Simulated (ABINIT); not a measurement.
# Calculated records

```cif
data_ba2ibrf2
_symmetry_space_group_name_H-M 'P4mm'
_symmetry_Int_Tables_number 99
_cell_length_a 4.6234
_cell_length_b 4.6234
_cell_length_c 7.9914
_cell_angle_alpha 90.000
_cell_angle_beta 90.000
_cell_angle_gamma 90.000
_cell_volume 170.82
loop_
_atom_site_label
_atom_site_type_symbol
_atom_site_symmetry_multiplicity
_atom_site_Wyckoff_symbol
_atom_site_fract_x
_atom_site_fract_y
_atom_site_fract_z
_atom_site_occupancy
Ba1 Ba 1 b 0.50000 0.50000 0.82740 1
Ba2 Ba 1 a 0.00000 0.00000 0.18519 1
I1 I 1 a 0.00000 0.00000 0.64139 1
Br1 Br 1 b 0.50000 0.50000 0.34010 1
F1 F 2 c 0.50000 0.00000 0.00296 1
_calc_subject 'Ba2IBrF2 (P4mm): a self-consistent loop beyond G0W0, cycle by cycle'
_calc_method 'RPA screening on PBEsol from quasiparticle energies, plane waves, norm-conserving pseudopotentials (and 5 further levels or steps)'
_calc_program 'ABINIT 10.8.3'
_calc_settings 'cutoff 36 Ha, PseudoDojo scalar-relativistic 0.4.1 standard, norm-conserving, ngkpt (2, 2, 1), nband 137, ecuteps 3.9 Ha, gwcalctyp 10, inclvkb 2, shiftk (0, 0, 0), symchi 1, awtr 1, frequency ppm, cycle 3, q points all but q = 0, 2×2×1 k-mesh'
_calc_notes 'The program’s warnings: nproc spkpt=  >= nkpt= * nsppol=. The cell and positions are those that the Materials Project relaxed with its own functionals (PBE, PBE+U or r2SCAN), kept fixed. Limits: no spin-orbit coupling. The first cycle of evGW0 takes the full correction, without the factor Z, so it overshoots the one-shot value. The 2×2×1 mesh is coarse for this cell, which bears on the long-range parts of exchange and screening.'
_calc_g0w0 '6.168 eV'
_calc_evgw0_cycle_1 '6.556 eV'
_calc_evgw0_cycle_2 '6.383 eV'
_calc_evgw0_cycle_3 '6.397 eV'
_calc_evgw0_cycle_4 '6.396 eV'
_calc_evgw_cycle_1 '6.770 eV'
_calc_evgw_cycle_2 '6.795 eV'
_calc_evgw_cycle_3 '6.797 eV'
_calc_known_limits 'short of the basis limit; no spin-orbit coupling; coarse k mesh'
```

[Long decimals in the printed logs are rounded to 6 places.]

[Logs are printed without paths, hosts, clocks, repeated set-up lines and the standing remarks that a program may print on its own settings, such as how far it seeks lower states.]

[Paths, hosts, dates, memory and timing lines, banners, echoed tables and standing remarks are left out of the program output; an Ansatz launch command may be rebuilt from the run's recorded settings. Measured values are a selection of at most five: reports struck by readers or far from the other reports are left out. None is set beside runs whose start may be inverted or whose files or cutoffs have a known fault.]

[Runs of the session that timed out or met a known fault of the program may be left out.]

[Hosts, paths, dates, database ids (printed as entryN), source tags and the programs' standing remarks are cut or masked in the printed files.]

[G0W0 gaps are taken among the corrected bands and points alone; a level outside them can change the order at an edge.]

[Where Ansatz stands beside ABINIT at settings called matched, ABINIT's density can come from a denser mesh and the files from another edition; pairs whose starting gaps differed by over 0.03 eV were left out, so agreement reads better than it is.]
